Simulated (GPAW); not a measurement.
**Ballistic transport through butadiene-1,4-dithiol between two Al chains, from relaxation to T(E)**

How well does butadiene-1,4-dithiol between two Al chains conduct once its atoms have relaxed, and how much do cheaper levels lose?

Calculated with GPAW 26.7.0; GPAW LCAO, PAW setups; relaxation of the junction within the symmetry of its start, lead ends held, in the first sound run; inputs show where later runs differ.

## Step 1: Set-up

The cell holds 24 atoms: 14 Al, 2 S, 4 H and 4 C. Its edges and angles: a = 11.014 Å, b = 9.000 Å, c = 39.546 Å, α = 90.0°, β = 90.0°, γ = 90.0°. Regions: left lead, 7 atoms (7 Al); channel, 10 atoms (2 S, 4 H and 4 C); right lead, 7 atoms (7 Al). Vacuum lies along a and b. The structure is stacked along c, and the current runs across the ab planes.

## Step 2: Relaxing the atoms

Transmission follows bond lengths closely, so the atoms between the held lead ends are relaxed first, within whatever symmetry the start has.

run.py

```python
import json
from ase import Atoms
from ase.constraints import FixAtoms
from ase.optimize import BFGS
from gpaw import GPAW, FermiDirac

device = Atoms(
    ['Al', 'Al', 'Al', 'Al', 'Al', 'Al', 'Al', 'S', 'H', 'C', 'C', 'H', 'H', 'C', 'C', 'H', 'S', 'Al', 'Al', 'Al', 'Al', 'Al', 'Al', 'Al'],
    positions=[
        [5.50713, 4.50000, 1.20000],
        [5.50713, 4.50000, 3.60000],
        [5.50713, 4.50000, 6.00000],
        [5.50713, 4.50000, 8.40000],
        [5.50713, 4.50000, 10.80000],
        [5.50713, 4.50000, 13.20000],
        [5.50713, 4.50000, 15.60000],
        [3.73453, 4.49999, 16.90303],
        [6.20021, 4.50000, 18.38026],
        [4.10003, 4.49999, 18.59360],
        [5.35476, 4.50000, 19.06521],
        [3.25000, 4.49999, 19.27018],
        [7.76426, 4.49999, 20.27627],
        [5.65950, 4.50000, 20.48124],
        [6.91423, 4.49999, 20.95285],
        [4.81405, 4.50000, 21.16619],
        [7.27974, 4.49999, 22.64342],
        [5.50713, 4.50000, 23.94645],
        [5.50713, 4.50000, 26.34645],
        [5.50713, 4.50000, 28.74645],
        [5.50713, 4.50000, 31.14645],
        [5.50713, 4.50000, 33.54645],
        [5.50713, 4.50000, 35.94645],
        [5.50713, 4.50000, 38.34645]],
    cell=[[11.01426, 0.0, 0.0], [0.0, 9.0, 0.0], [0.0, 0.0, 39.54645]],
    pbc=True)

device.set_constraint(FixAtoms([0, 1, 2, 3, 4, 5, 18, 19, 20, 21, 22, 23]))
device.calc = GPAW(mode='lcao', basis='dzp', xc='PBE', h=0.18,
                   kpts={'size': (1, 1, 2), 'gamma': True},
                   symmetry={'tolerance': 1e-3, 'extra_ids': [1, 1, 1, 1, 1, 1, 0, 0, 0, 0, 0, 0, 0, 0, 0, 0, 0, 0, 1, 1, 1, 1, 1, 1]},
                   occupations=FermiDirac(0.1), maxiter=250,
                   mixer=dict(beta=0.1, nmaxold=8, weight=100.0),
                   convergence=dict(density=0.0001), txt='relax.txt')
path = []
opt = BFGS(device, maxstep=0.15)
opt.attach(lambda: path.append((device.get_potential_energy(), device.positions.tolist(), device.get_forces().tolist())))
relaxed = bool(opt.run(fmax=0.05, steps=50))
json.dump(dict(relaxed=relaxed, path=path, positions=device.positions.tolist(), moments=device.get_magnetic_moments().tolist(),
               forces=device.get_forces(apply_constraint=False).tolist()), open('result.json', 'w'))
```

Command:

```sh
OMP_NUM_THREADS=1 OPENBLAS_NUM_THREADS=1 python run.py
```

What it wrote:

```text
Step          Energy          fmax
BFGS:    0      -80.853400        1.880483
BFGS:    1      -80.987356        1.110200
BFGS:    2      -81.073624        0.761273
BFGS:    3      -81.196260        0.610731
BFGS:    4      -81.221863        0.453380
BFGS:    5      -81.247654        0.318123
BFGS:    6      -81.265017        0.268583
BFGS:    7      -81.272601        0.174747
BFGS:    8      -81.278236        0.207019
BFGS:    9      -81.283385        0.248135
BFGS:   10      -81.293773        0.290375
BFGS:   11      -81.305513        0.326562
BFGS:   12      -81.318860        0.315269
BFGS:   13      -81.329532        0.249498
BFGS:   14      -81.341886        0.286406
BFGS:   15      -81.356768        0.380397
[...]
BFGS:   30      -81.592750        0.137781
BFGS:   31      -81.595668        0.120938
BFGS:   32      -81.599621        0.136700
BFGS:   33      -81.601897        0.134141
BFGS:   34      -81.604530        0.126463
BFGS:   35      -81.606650        0.137294
BFGS:   36      -81.607480        0.103457
BFGS:   37      -81.608372        0.038713
```

Run time: 37 min. Hardware: 1 thread of Arm Neoverse V1, shared host; peak memory 1.9 GiB.

Step by step (22 of 38):

| step | energy less that of the first step (eV) | largest force (eV/Å) |
| --- | --- | --- |
| 1 | 0.0000 | 1.8805 |
| 3 | -0.2169 | 0.7613 |
| 5 | -0.3567 | 0.4534 |
| 6 | -0.3804 | 0.3181 |
| 8 | -0.4029 | 0.1747 |
| 10 | -0.4134 | 0.2481 |
| 12 | -0.4354 | 0.3266 |
| 13 | -0.4488 | 0.3153 |
| 15 | -0.4723 | 0.2864 |
| 17 | -0.5002 | 0.3217 |
| 19 | -0.5222 | 0.3403 |
| 20 | -0.5296 | 0.1615 |
| 22 | -0.6001 | 0.3900 |
| 24 | -0.6389 | 0.5067 |
| 26 | -0.6874 | 0.4870 |
| 27 | -0.7125 | 0.3758 |
| 29 | -0.7371 | 0.1876 |
| 31 | -0.7452 | 0.1378 |
| 33 | -0.7517 | 0.1367 |
| 34 | -0.7539 | 0.1341 |
| 36 | -0.7586 | 0.1373 |
| 38 | -0.7606 | 0.0387 |

The atoms that moved most (Å):

```csv
atom,dx,dy,dz,length
Al7,0.974,0.000,0.034,0.974
Al18,-0.974,0.000,-0.034,0.974
S8,0.614,0.000,-0.416,0.741
S17,-0.614,0.000,0.416,0.741
H13,-0.172,0.000,0.554,0.580
H12,0.172,0.000,-0.554,0.580
C15,-0.330,0.000,0.348,0.479
C10,0.330,0.000,-0.348,0.479
```

The relaxation lowered the energy of the cell by 0.761 eV (energies extrapolated to zero smearing; the optimiser's log prints free energies). The largest force left on a free atom is 0.039 eV/Å.

## Step 3: Double-zeta polarised basis

The script solves lead and junction separately, takes H and S in the orbital basis, and joins semi-infinite leads through their self-energies; the dzp basis is the working standard.

This step: GPAW LCAO, PAW setups; Landauer transmission from Green's functions with principal layers (ASE), zero bias (GPAW 26.7.0).

run.py

```python
import json
import numpy as np
from ase import Atoms
from ase.transport.calculators import TransportCalculator
from gpaw import GPAW, FermiDirac
from gpaw.lcao.tools import get_lcao_hamiltonian
from scipy.linalg import eigh

# The junction with lead layers at both ends, along the third cell vector
device = Atoms(
    ['Al', 'Al', 'Al', 'Al', 'Al', 'Al', 'Al', 'S', 'H', 'C', 'C', 'H', 'H', 'C', 'C', 'H', 'S', 'Al', 'Al', 'Al', 'Al', 'Al', 'Al', 'Al'],
    positions=[
        [5.50713, 4.50000, 1.20000],
        [5.50713, 4.50000, 3.60000],
        [5.50713, 4.50000, 6.00000],
        [5.50713, 4.50000, 8.40000],
        [5.50713, 4.50000, 10.80000],
        [5.50713, 4.50000, 13.20000],
        [6.48072, 4.50000, 15.63428],
        [4.34804, 4.49999, 16.48744],
        [6.54790, 4.50000, 18.57825],
        [4.42988, 4.49999, 18.24567],
        [5.53838, 4.50000, 19.05338],
        [3.42196, 4.49999, 18.71580],
        [7.59230, 4.49999, 20.83065],
        [5.47588, 4.50000, 20.49307],
        [6.58438, 4.49999, 21.30078],
        [4.46636, 4.50000, 20.96820],
        [6.66623, 4.49999, 23.05901],
        [4.53354, 4.50000, 23.91217],
        [5.50713, 4.50000, 26.34645],
        [5.50713, 4.50000, 28.74645],
        [5.50713, 4.50000, 31.14645],
        [5.50713, 4.50000, 33.54645],
        [5.50713, 4.50000, 35.94645],
        [5.50713, 4.50000, 38.34645]],
    cell=[[11.01426, 0.0, 0.0], [0.0, 9.0, 0.0], [0.0, 0.0, 39.54645]],
    pbc=True)

# One principal layer of the lead: the first 4 atoms of the device
lead = Atoms(
    ['Al', 'Al', 'Al', 'Al'],
    positions=[
        [5.50713, 4.50000, 1.20000],
        [5.50713, 4.50000, 3.60000],
        [5.50713, 4.50000, 6.00000],
        [5.50713, 4.50000, 8.40000]],
    cell=[[11.01426, 0.0, 0.0], [0.0, 9.0, 0.0], [0.0, 0.0, 9.6]],
    pbc=True)

settings = dict(mode='lcao', basis='dzp', xc='PBE', h=0.2,
                occupations=FermiDirac(0.1), maxiter=250,
                mixer=dict(beta=0.1, nmaxold=8, weight=100.0),
                convergence=dict(density=0.0001))
energies = np.arange(-2, 2 + 1e-9, 0.025)
eta = 0.0001
n1, n2 = 1, 1
# k and -k transmit alike, so half of the mesh across the current serves
mesh = [(i, j) for i in range(n1) for j in range(n2) if (i, j) <= (-i % n1, -j % n2)]
weights = np.array([1 if (i, j) == (-i % n1, -j % n2) else 2 for i, j in mesh]) / (n1 * n2)

# [... helper functions left out ...]
fermi_lead = ground_state(lead, (1, 1, 12), 'lead.txt')
fermi_device = ground_state(device, (1, 1, 2), 'device.txt')
# [... loop over the mesh left out, but for ...]
        # Shift the lead onto the potential of the device's first layer
        shift = ((H[:, 0, 0] - H0[:, 0, 0]) / S0[0, 0]).real.mean()
# [...]
kT = 8.617333e-5 * 300
bias = [0.1, 0.2, 0.5, 1.0, 1.5, 2.0]
# [... integrals and printing left out ...]
```

What it wrote:

```text
basis functions: device 280, principal layer 52
Fermi level: lead -3.3196 eV, device -3.2737 eV; lead shifted by 0.0171 eV
largest coupling past the next layer 1.20e-15 eV, largest misfit of the first layer 0.076 eV
  E-E_F (eV)   T (one spin)  channels
    -2.000    2.4912e-04    1.0000
    -1.975    2.7553e-04    1.0000
    -1.950    3.0320e-04    1.0000
    -1.925    3.3206e-04    1.0000
    -1.900    3.6199e-04    1.0000
    -1.875    3.9275e-04    1.0000
    -1.850    4.2404e-04    1.0000
    -1.825    4.5539e-04    1.0000
    -1.800    4.8612e-04    1.0000
    -1.775    5.1536e-04    1.0000
    -1.750    5.4191e-04    1.0000
    -1.725    5.6425e-04    1.0000
    -1.700    5.8050e-04    1.0000
    -1.675    5.8841e-04    1.0000
    -1.650    5.8548e-04    1.0000
    -1.625    5.6918e-04    1.0000
[...]
1.825    3.7581e-01    3.0000
     1.850    3.7959e-01    3.0000
     1.875    3.8255e-01    3.0000
     1.900    3.8467e-01    3.0000
     1.925    3.8596e-01    3.0000
     1.950    3.8645e-01    3.0000
     1.975    3.8617e-01    3.0000
     2.000    3.8514e-01    3.0000
conductance at 300 K: 0.11573 G0 a cell; thermopower 20.87 uV/K
current from the zero-bias T(E) at 0.1 V: 0.89926 uA
current from the zero-bias T(E) at 0.2 V: 1.8309 uA
current from the zero-bias T(E) at 0.5 V: 7.4208 uA
current from the zero-bias T(E) at 1.0 V: 12.411 uA
current from the zero-bias T(E) at 1.5 V: 13.521 uA
current from the zero-bias T(E) at 2.0 V: 15.074 uA
```

The job ended after 89 s (1 thread; peak memory 1.5 GiB).

Numbers from this step:

```yaml
conductance: 0.1157 G₀
thermopower: 20.87 μV/K
largest_coupling_past_the_next_principal_layer: 1.20e-15 eV
largest_misfit_of_the_first_principal_layer: 0.07622 eV
shift_that_aligns_the_lead: 0.01707 eV
basis_functions_of_the_junction: 280
basis_functions_of_a_principal_layer: 52
transmission_at_the_fermi_level_one_spin: 0.1156
open_channels_of_the_lead_at_the_fermi_level_one_spin: 2
```

One spin. Transmission, zone mean against energy, zero at the Fermi level:

energy (eV), transmission, zone mean and a bar:
```
   -2.000       0.00 
   -1.800       0.00 
   -1.600       0.00 
   -1.400       0.00 
   -1.200       0.00 
   -1.000       0.00 
   -0.800       0.00 
   -0.600       0.00 
   -0.400       0.00 
   -0.250       1.05 ##############################
   -0.200       0.45 #############
    0.000       0.12 ###
    0.200       0.07 ##
    0.400       0.05 #
    0.600       0.06 ##
    0.800       0.07 ##
    1.000       0.10 ###
    1.200       0.15 ####
    1.400       0.23 ######
    1.600       0.31 #########
    1.800       0.37 ###########
    2.000       0.39 ###########
```

Crossings of the lead's bands, unfolded to its shortest repeat. The open channels, zone mean by energy, zero at the Fermi level:

energy (eV), open channels, zone mean and a bar:
```
   -2.000       1.00 ##########
   -1.800       1.00 ##########
   -1.600       1.00 ##########
   -1.400       1.00 ##########
   -1.200       0.00 
   -1.000       0.00 
   -0.800       0.00 
   -0.600       0.00 
   -0.400       0.00 
   -0.200       2.00 ####################
    0.000       2.00 ####################
    0.200       2.00 ####################
    0.400       2.00 ####################
    0.600       2.00 ####################
    0.800       2.00 ####################
    1.000       3.00 ##############################
    1.200       3.00 ##############################
    1.400       3.00 ##############################
    1.600       3.00 ##############################
    1.800       3.00 ##############################
    2.000       3.00 ##############################
```

Not self-consistent under bias; the bias window is split evenly. Table of current through one cell, from the zero-bias transmission by bias:

```
bias (V)  current through one cell, from the zero-bias transmission (μA)
   0.100                                                           0.899
   0.200                                                            1.83
   0.500                                                            7.42
   1.000                                                            12.4
   1.500                                                            13.5
   2.000                                                            15.1
```

Transmission of the three most open eigenchannels against energy, zero at the Fermi level:

```
energy (eV)  channel 1  channel 2  channel 3
     -2.000     2.5e-4          0          0
     -1.900     3.6e-4          0          0
     -1.800     4.9e-4          0          0
     -1.700     5.8e-4          0          0
     -1.600     5.4e-4          0          0
     -1.500     2.6e-4          0          0
     -1.400     1.3e-5          0          0
     -1.300     9.2e-6          0          0
     -1.200    1.2e-12          0          0
     -1.100          0          0          0
     -1.000          0          0          0
     -0.900          0          0          0
     -0.800          0          0          0
     -0.700          0          0          0
     -0.600          0          0          0
     -0.500    1.5e-10    1.1e-12          0
     -0.400     3.1e-9    2.0e-10          0
     -0.300      0.399     0.0478          0
     -0.200      0.367     0.0845          0
     -0.100      0.115     0.0280          0
      0.000      0.108    0.00793          0
      0.100     0.0834    0.00320          0
      0.200     0.0651    0.00159          0
      0.300     0.0553     9.7e-4          0
      0.400     0.0514     7.0e-4          0
      0.500     0.0514     5.9e-4          0
      0.600     0.0545     5.4e-4          0
      0.700     0.0603     5.4e-4          0
      0.800     0.0690     5.7e-4          0
      0.900     0.0813     6.4e-4    2.1e-12
      1.000     0.0980    0.00134     6.9e-6
      1.100      0.120    0.00189     1.5e-5
      1.200      0.148    0.00235     2.2e-5
      1.300      0.183    0.00276     3.0e-5
      1.400      0.222    0.00313     3.8e-5
      1.500      0.264    0.00348     4.7e-5
      1.600      0.306    0.00380     5.7e-5
      1.700      0.341    0.00409     6.8e-5
      1.800      0.367    0.00436     8.0e-5
      1.900      0.380    0.00460     9.4e-5
      2.000      0.380    0.00481     1.1e-4
```

Couplings past the next layer reach 1.2e-15 eV, small enough to drop; the matrix elements of the cell's first layer differ from the bulk lead's by up to 0.076 eV. That layer keeps its own values in the calculation, and only beyond it is the lead taken as perfect. The Fermi levels of lead and junction count from different zeros of potential, one for each periodic cell; with both set to zero, the small remaining shift is what aligns them. By hand: G = 0.1157 × 77.48 μS = 8.97 μS, a resistance of 112 kΩ; at 0.1 V a linear junction would pass 0.897 μA, and the integral over the bias window gives 0.899 μA. Mott's formula, S = -(π²/3)(k_B²T/e) d ln T/dE, has the prefactor 7.33 μV/K·eV at 300 K; T = 0.1228 at -0.025 eV and 0.1080 at 0.025 eV give a slope of -2.58 per eV and S = 18.9 μV/K, beside 20.9 μV/K from the thermal integral, which interpolates the same grid.

[end of part 1 of 3]

[Logs are printed without paths, hosts, clocks, repeated set-up lines and the standing remarks that a program may print on its own settings, such as how far it seeks lower states.]

[Hosts, paths, dates, database ids (printed as entryN), source tags and the programs' standing remarks are cut or masked in the printed files.]
